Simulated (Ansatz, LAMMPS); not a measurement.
## Molecular dynamics of free surface of ionic liquid MMIM+ acetate at 300 K (92 atoms)

Aim: follow free surface of ionic liquid MMIM+ acetate at 300 K (92 atoms) for a short time with forces from DFT, then look at structure and electrons in the last frame.

Program: Ansatz 0.2.0. Level of theory: Kohn-Sham DFT, PBE+D3(BJ), PAW (set soft_2), plane waves. Results are calculated unless marked as measured.

**1. Starting point**

The cell holds 92 atoms: 28 C, 8 N, 48 H and 8 O. Its edges and angles: a = 8.899 Å, b = 8.899 Å, c = 23.654 Å, α = 90.0°, β = 90.0°, γ = 90.0°. 4 MMIM+, 4 acetate placed at random, at 1.12 g/cm³, as a film with 12 Å of vacuum; overlaps pushed apart, then 10 ps at 340 K with MMFF94 bonds, angles, torsions, charges and radii (Halgren, J. Comput. Chem. 17, 490 (1996)) in harmonic and 12-6 forms; charges of ions scaled by 0.8. Snapshot after 30 ps at 300 K and fixed volume. Vacuum lies along c.

What the set-up can't give: The network of contacts between molecules at the start is that of the classical potential that made the cell, and needn't be the one that DFT or experiment would give. Sampling is at Γ alone, for a cell whose shortest periodic width is 9 Å.

**2. Single point at the start**

The forces at the start show how far the geometry lies from a minimum of this functional.

input.yaml reads:

```yaml
crystal:
  lattice:
    - [8.89919, 0.0, 0.0]
    - [0.0, 8.89919, 0.0]
    - [0.0, 0.0, 23.65416]
  atoms:
    - { symbol: C, position: [0.80337, 0.88947, 0.3216] }
    - { symbol: "N", position: [0.7176, 0.84556, 0.36769] }
    - { symbol: C, position: [0.76565, 0.72862, 0.4027] }
    - { symbol: C, position: [0.66051, 0.70575, 0.44122] }
    [... 82 atom lines left out ...]
    - { symbol: C, position: [0.92495, 0.04573, 0.70335] }
    - { symbol: O, position: [0.03142, 0.96046, 0.71352] }
    - { symbol: O, position: [0.89013, 0.11468, 0.65827] }
    - { symbol: H, position: [0.71145, 0.11032, 0.73565] }
    - { symbol: H, position: [0.77298, 0.91971, 0.74201] }
    - { symbol: H, position: [0.84645, 0.05719, 0.78473] }
kpoints:
  mp_grid: { grid: [1, 1, 1] }
hamiltonian:
  xc: pbe
  dispersion: d3bj
scf:
  occupations: { method: fixed }
output:
  forces: true
```

On the command line:

```sh
> ansatz run input.yaml --threads 4 --pin off --max-ram 8192MiB --backend cpu --events-out ev --progress --plain --runs-dir out
```

Wall time 15 s (4 threads of Arm Neoverse V2, shared host); peak memory 1.5 GiB; 26 s of CPU time.

Numbers from this run:

- free energy: -15401.6370 eV
- free energy per atom: -167.4091 eV/atom
- SCF cycles: 10
- r.m.s. force component: 1.046 eV/Å
- longest force: 4.588 eV/Å
- Fermi energy: -1.438 eV

The r.m.s. force component of 1.0 eV/Å sets the starting point.

Length of the force by element:

| element | coordination | atoms | mean length of the force (eV/Å) | spread | least | most |
| --- | --- | --- | --- | --- | --- | --- |
| C | all | 28 | 2.20 | 0.911 | 0.473 | 4.59 |
| H | all | 48 | 0.955 | 0.612 | 0.238 | 3.24 |
| N | all | 8 | 2.26 | 0.56 | 1.48 | 3.23 |
| O | all | 8 | 1.83 | 1.22 | 0.583 | 4.52 |

**3. Dynamics at 300 K**

A Nosé–Hoover thermostat steers the temperature while disturbing the dynamics little. The time step is 0.5 fs, short enough for the stretching of bonds to hydrogen.

Edit input.yaml of step 2 so:

```diff
@@ -16 +16,8 @@
   forces: true
+md:
+  timestep: 0.5
+  n_steps: 510
+  ensemble: nvt_nose_hoover
+  temperature: 300
+  initial_velocities: maxwell_boltzmann
+  seed: 3344
```

The job ended after 30 min (4 threads; peak memory 1.5 GiB; 1.9 h of CPU time).

The program notes that it switched symmetry off.

The trajectory, sampled:

| time (fs) | T (K) | potential (meV/atom) | conserved (meV/atom) |
| --- | --- | --- | --- |
| 0.0 | 300 | 0.0 | 0.00 |
| 17.0 | 329 | -3.9 | -0.02 |
| 34.0 | 304 | -1.3 | -0.02 |
| 51.0 | 362 | -9.6 | -0.04 |
| 68.0 | 361 | -10.9 | -0.09 |
| 85.0 | 294 | -4.2 | -0.05 |
| 102.0 | 384 | -17.6 | -0.08 |
| 119.0 | 334 | -13.2 | -0.06 |
| 136.0 | 290 | -9.2 | -0.04 |
| 153.0 | 318 | -13.8 | -0.07 |
| 170.0 | 272 | -8.7 | -0.09 |
| 187.0 | 331 | -16.7 | -0.11 |
| 204.0 | 310 | -14.5 | -0.10 |
| 221.0 | 324 | -16.7 | -0.10 |
| 238.0 | 353 | -20.8 | -0.08 |
| 255.0 | 312 | -16.3 | -0.08 |

Mean square displacement from the first frame to the last: C 0.59 Å², N 0.29 Å², H 1.7 Å², O 0.60 Å².

Table of mean square displacement by time lag:

| time lag (fs) | C (Å²) | H (Å²) | N (Å²) | O (Å²) |
| --- | --- | --- | --- | --- |
| 0.5 | 1.9e-5 | 1.8e-4 | 1.7e-5 | 1.7e-5 |
| 5.5 | 0.00211 | 0.0171 | 0.00184 | 0.00192 |
| 11.0 | 0.00697 | 0.0454 | 0.00593 | 0.00686 |
| 21.5 | 0.0175 | 0.0898 | 0.0138 | 0.0195 |
| 26.5 | 0.0230 | 0.116 | 0.0182 | 0.0256 |
| 32.0 | 0.0296 | 0.151 | 0.0236 | 0.0318 |
| 37.5 | 0.0367 | 0.190 | 0.0286 | 0.0377 |
| 42.5 | 0.0435 | 0.221 | 0.0324 | 0.0432 |
| 53.0 | 0.0607 | 0.305 | 0.0413 | 0.0581 |
| 58.5 | 0.0712 | 0.356 | 0.0470 | 0.0686 |
| 64.0 | 0.0827 | 0.403 | 0.0526 | 0.0806 |
| 69.0 | 0.0941 | 0.448 | 0.0575 | 0.0926 |
| 74.5 | 0.107 | 0.505 | 0.0626 | 0.106 |
| 85.0 | 0.133 | 0.611 | 0.0693 | 0.132 |
| 90.0 | 0.144 | 0.653 | 0.0710 | 0.144 |
| 95.5 | 0.157 | 0.702 | 0.0724 | 0.156 |
| 101.0 | 0.171 | 0.758 | 0.0741 | 0.168 |
| 106.0 | 0.184 | 0.810 | 0.0764 | 0.180 |
| 116.5 | 0.214 | 0.903 | 0.0844 | 0.210 |
| 122.0 | 0.231 | 0.951 | 0.0900 | 0.228 |
| 127.5 | 0.247 | 1.00 | 0.0961 | 0.246 |

The drift taken off is the plain mean over atoms, not the centre of mass, so with hydrogen in the cell the heavy atoms' values at short lags are too large.

Over the second half of 255 fs the temperature averages 309 K with swings of 22 K r.m.s. The conserved energy stays within 0.12 meV/atom. From first frame to last H has the largest mean square displacement, 1.7 Å² at the end; the farthest move is 3.39 Å. The run spans 0.26 ps, too short for its means to be equilibrium values.

**4. Structure statistics late in the run**

The g(r) is a mean over the second half.

Mean of 14 frames; normalised to the volume that the atoms fill. Pair distribution functions g(r), in bins of 0.2 Å:

| r (Å) | total | H-H | H-C | H-N | H-O | C-C | C-N |
| --- | --- | --- | --- | --- | --- | --- | --- |
| 1.00 | 2.81 | 0.00 | 8.85 | 0.00 | 0.00 | 0.00 | 0.00 |
| 1.20 | 2.54 | 0.00 | 6.25 | 0.00 | 0.00 | 0.00 | 0.30 |
| 1.40 | 1.74 | 0.00 | 0.00 | 0.00 | 0.00 | 3.11 | 26.30 |
| 1.60 | 0.35 | 0.44 | 0.00 | 0.00 | 0.00 | 1.77 | 1.25 |
| 1.80 | 1.26 | 4.42 | 0.00 | 0.00 | 0.65 | 0.00 | 0.00 |
| 2.00 | 0.59 | 0.21 | 0.11 | 4.25 | 1.25 | 0.00 | 0.00 |
| 2.20 | 1.82 | 0.40 | 1.29 | 7.43 | 0.78 | 2.08 | 3.69 |
| 2.40 | 0.64 | 0.72 | 0.27 | 0.02 | 0.89 | 1.34 | 0.00 |
| 2.60 | 0.87 | 0.90 | 0.81 | 0.00 | 1.71 | 1.94 | 0.00 |
| 2.80 | 0.89 | 0.89 | 1.46 | 0.06 | 1.57 | 0.01 | 0.00 |
| 3.00 | 0.77 | 0.79 | 1.05 | 0.19 | 1.48 | 0.00 | 0.00 |
| 3.20 | 1.02 | 0.78 | 1.48 | 0.78 | 1.79 | 0.17 | 0.00 |
| 3.40 | 0.85 | 0.79 | 0.98 | 0.61 | 1.38 | 0.26 | 0.11 |
| 3.60 | 0.87 | 0.85 | 0.62 | 0.43 | 1.00 | 1.41 | 1.26 |
| 3.80 | 0.89 | 1.09 | 0.62 | 0.89 | 1.00 | 1.04 | 0.32 |
| 4.00 | 0.97 | 0.80 | 0.97 | 1.46 | 1.01 | 1.10 | 0.44 |
| 4.20 | 1.08 | 0.96 | 1.08 | 1.56 | 0.94 | 1.00 | 1.02 |
| 4.40 | 0.99 | 0.89 | 0.98 | 1.23 | 1.11 | 0.89 | 1.08 |
| 4.60 | 1.02 | 0.77 | 1.12 | 1.05 | 1.29 | 0.87 | 1.52 |
| 4.80 | 1.00 | 0.85 | 1.02 | 0.92 | 0.85 | 1.30 | 1.27 |
| 5.00 | 1.02 | 0.97 | 1.01 | 0.88 | 0.86 | 1.25 | 1.29 |
| 5.20 | 1.05 | 1.08 | 1.08 | 1.18 | 0.72 | 1.17 | 1.23 |
| 5.40 | 1.04 | 1.06 | 1.02 | 1.15 | 0.86 | 1.25 | 0.79 |
| 5.60 | 1.00 | 0.98 | 0.96 | 1.11 | 0.97 | 1.01 | 1.05 |
| 5.80 | 0.99 | 0.94 | 0.99 | 1.09 | 1.07 | 1.00 | 1.01 |
| 6.00 | 1.00 | 0.98 | 0.98 | 0.99 | 0.96 | 1.07 | 1.15 |
| 6.20 | 0.92 | 0.89 | 0.98 | 0.78 | 0.81 | 0.96 | 1.08 |
| 6.40 | 0.84 | 0.79 | 0.87 | 0.75 | 0.91 | 0.71 | 1.07 |

**5. Single point at the last frame**

The last frame is solved again with fuller output, to read the electronic structure of a thermally displaced geometry.

input.yaml reads:

```yaml
crystal:
  lattice:
    - [8.89919, 0.0, 0.0]
    - [0.0, 8.89919, 0.0]
    - [0.0, 0.0, 23.65416]
  atoms:
    - { symbol: C, position: [0.76867, 0.7689, 0.32598] }
    - { symbol: "N", position: [0.67732, 0.76995, 0.37934] }
    - { symbol: C, position: [0.70004, 0.66739, 0.42381] }
    - { symbol: C, position: [0.58589, 0.68623, 0.4617] }
    [... 82 atom lines left out ...]
    - { symbol: C, position: [0.9122, 0.094, 0.68694] }
    - { symbol: O, position: [0.98886, 0.97598, 0.68245] }
    - { symbol: O, position: [0.90556, 0.19031, 0.64811] }
    - { symbol: H, position: [0.77685, 0.23525, 0.75549] }
    - { symbol: H, position: [0.7784, 0.04083, 0.76893] }
    - { symbol: H, position: [0.94922, 0.15734, 0.77968] }
kpoints:
  mp_grid: { grid: [1, 1, 1] }
hamiltonian:
  xc: pbe
  dispersion: d3bj
scf:
  occupations: { method: fixed }
output:
  forces: true
  populations: true
  dos:
    method: { smearing: { sigma: 0.08 } }
    de: 0.1
    projected: { site_lists: { C: [C], H: [H], "N": ["N"], O: [O] } }
  eigenvalues: true
  write_density: true
  write_potential: true
  volumetric_format: npy
  elf: true
```

It took 13 s on 4 threads; peak memory 1.6 GiB; 48 s of CPU time.

The program notes that the exchange-correlation potential is rough where the density is thin.

Read from the output:

```
free energy                                      : -15403.1376 eV
free energy per atom                             : -167.4254 eV/atom
SCF cycles                                       : 10
r.m.s. force component                           : 0.8475 eV/Å
longest force                                    : 3.837 eV/Å
Fermi energy                                     : -1.672 eV
gap (highest filled to lowest empty level) : 2.562 eV
spilling of the projection                       : 0.01468
```

Length of the force by element:

| element | coordination | atoms | mean length of the force (eV/Å) | spread | least | most |
| --- | --- | --- | --- | --- | --- | --- |
| C | all | 28 | 1.90 | 0.850 | 0.469 | 3.84 |
| H | all | 48 | 0.802 | 0.404 | 0.0563 | 2.16 |
| N | all | 8 | 1.46 | 0.335 | 0.741 | 1.84 |
| O | all | 8 | 1.33 | 0.892 | 0.415 | 3.52 |

Löwdin charges by element (they lack the spilled electrons, 0.040 e an atom on average):

| element | coordination | atoms | mean charge (e) | spread | least | most |
| --- | --- | --- | --- | --- | --- | --- |
| C | all | 28 | -0.103 | 0.336 | -0.568 | 0.555 |
| H | all | 48 | 0.221 | 0.0234 | 0.161 | 0.259 |
| N | all | 8 | 0.0484 | 0.0135 | 0.0288 | 0.0695 |
| O | all | 8 | -0.559 | 0.0195 | -0.592 | -0.534 |

Density of states as counts of states in windows of 1 eV (from the Fermi level), total and the larger projections:

| from (eV) | to (eV) | total | C p | H s | O p | N p |
| --- | --- | --- | --- | --- | --- | --- |
| -10 | -9 | 8.0 | 3.5 | 2.0 | 0.0 | 1.1 |
| -9 | -8 | 4.4 | 2.0 | 0.4 | 0.0 | 1.8 |
| -8 | -7 | 30.8 | 13.3 | 5.5 | 2.4 | 6.1 |
| -7 | -6 | 25.7 | 13.6 | 6.1 | 1.1 | 3.4 |
| -6 | -5 | 37.5 | 19.9 | 8.5 | 5.4 | 1.8 |
| -5 | -4 | 16.0 | 6.3 | 2.7 | 5.5 | 0.3 |
| -4 | -3 | 11.5 | 3.7 | 1.8 | 2.3 | 3.6 |
| -3 | -2 | 7.0 | 4.8 | 0.4 | 0.1 | 1.6 |
| -2 | -1 | 8.3 | 3.1 | 0.0 | 4.9 | 0.2 |
| -1 | 0 | 18.2 | 1.9 | 0.2 | 15.4 | 0.0 |
| 0 | 1 | 0.8 | 0.0 | 0.0 | 0.8 | 0.0 |
| 1 | 2 | 0.0 | 0.0 | 0.0 | 0.0 | 0.0 |
| 2 | 3 | 6.0 | 3.1 | 0.5 | 0.0 | 2.0 |
| 3 | 4 | 15.9 | 7.0 | 2.5 | 0.1 | 1.4 |
| 4 | 5 | 21.1 | 4.3 | 3.7 | 1.4 | 0.4 |

The curve was stored every 0.10 eV, coarse against its broadening of 0.08 eV, so these counts are rough.

With fixed occupations the program's Fermi level is the highest filled level; weight inside the gap is the broadening of levels at its edges.

Between -23 and -10 eV lie 80 more states.

The levels nearest the highest filled one (over half full), pooled over k-points and spins:

| level less the highest filled one (eV) | occupation |
| --- | --- |
| -0.638 | 2 |
| -0.621 | 2 |
| -0.523 | 2 |
| -0.194 | 2 |
| -0.138 | 2 |
| 0 | 2 |
| 2.56 | 0 |
| 2.58 | 0 |
| 2.76 | 0 |
| 3.16 | 0 |
| 3.22 | 0 |
| 3.23 | 0 |

Planar average of the electrostatic potential energy along the normal, with the Fermi level as zero, after a running mean with a triangular window 4 Å wide at its base:

| height (Å) | potential energy (eV) |
| --- | --- |
| 0.0 | 4.18 |
| 0.7 | 4.16 |
| 1.3 | 4.15 |
| 2.1 | 4.13 |
| 2.7 | 4.09 |
| 3.4 | 3.95 |
| 4.0 | 3.67 |
| 4.7 | 2.85 |
| 5.3 | 1.77 |
| 6.1 | 0.25 |
| 6.7 | -0.51 |
| 7.4 | -0.42 |
| 8.1 | 0.41 |
| 8.7 | 0.91 |
| 9.5 | 0.96 |
| 10.1 | 0.72 |
| 10.8 | 0.55 |
| 11.4 | 0.53 |
| 12.1 | 0.37 |
| 12.7 | 0.03 |
| 13.5 | -0.49 |
| 14.0 | -0.66 |
| 14.8 | -0.58 |
| 15.4 | -0.34 |
| 16.1 | 0.15 |
| 16.9 | 0.99 |
| 17.4 | 1.91 |
| 18.2 | 2.95 |
| 18.8 | 3.60 |
| 19.5 | 4.02 |
| 20.1 | 4.19 |
| 20.8 | 4.23 |
| 21.4 | 4.23 |
| 22.2 | 4.21 |
| 22.8 | 4.20 |
| 23.5 | 4.18 |

Mean Löwdin charges: C -0.10, H +0.22, N +0.05, O -0.56 e (they miss 1.5 % of the electrons, so they add up to more than the cell's charge). The largest share in the top eV of filled states is O p (86 % of the projected weight), and in the lowest eV of empty states C p (55 % of the projected weight). The potential slopes across the vacuum by 0.022 eV/Å: the slab bears a dipole, and with periodic images along the normal there is no flat vacuum level to read.

**6. Results**

| Item | Value |
| --- | --- |
| mean temperature, second half | 309.1 K |
| temperature swing, second half | 22.1 K |
| slope of the conserved energy against time, by least squares | -0.1651 meV/atom/ps |
| free energy per atom | -167.4254 eV/atom |
| r.m.s. force component | 0.8475 eV/Å |
| gap (highest filled to lowest empty level) | 2.562 eV |
| wall time of the 3 DFT runs | 31 min |

**Reading.** Over the second half of 255 fs the temperature averages 309 K with swings of 22 K r.m.s. The conserved energy stays within 0.12 meV/atom. The run spans 0.26 ps, too short for its means to be equilibrium values. The highest filled and lowest empty levels differ by 2.56 eV (at Γ alone); a semilocal functional tends to put such gaps too low.

What to keep in mind: The slab bears a dipole and has periodic images along its normal, so a spurious field crosses the vacuum.

[Logs are printed without paths, hosts, clocks, repeated set-up lines and the standing remarks that a program may print on its own settings, such as how far it seeks lower states.]

[Hosts, paths, dates, database ids (printed as entryN), source tags and the programs' standing remarks are cut or masked in the printed files.]

[The MMFF94 radii named for the starting cell were scaled by 0.96; in molecules described by MMFF94, hydrogen bound to N, O or S took a small fixed 12-6 site in their place.]
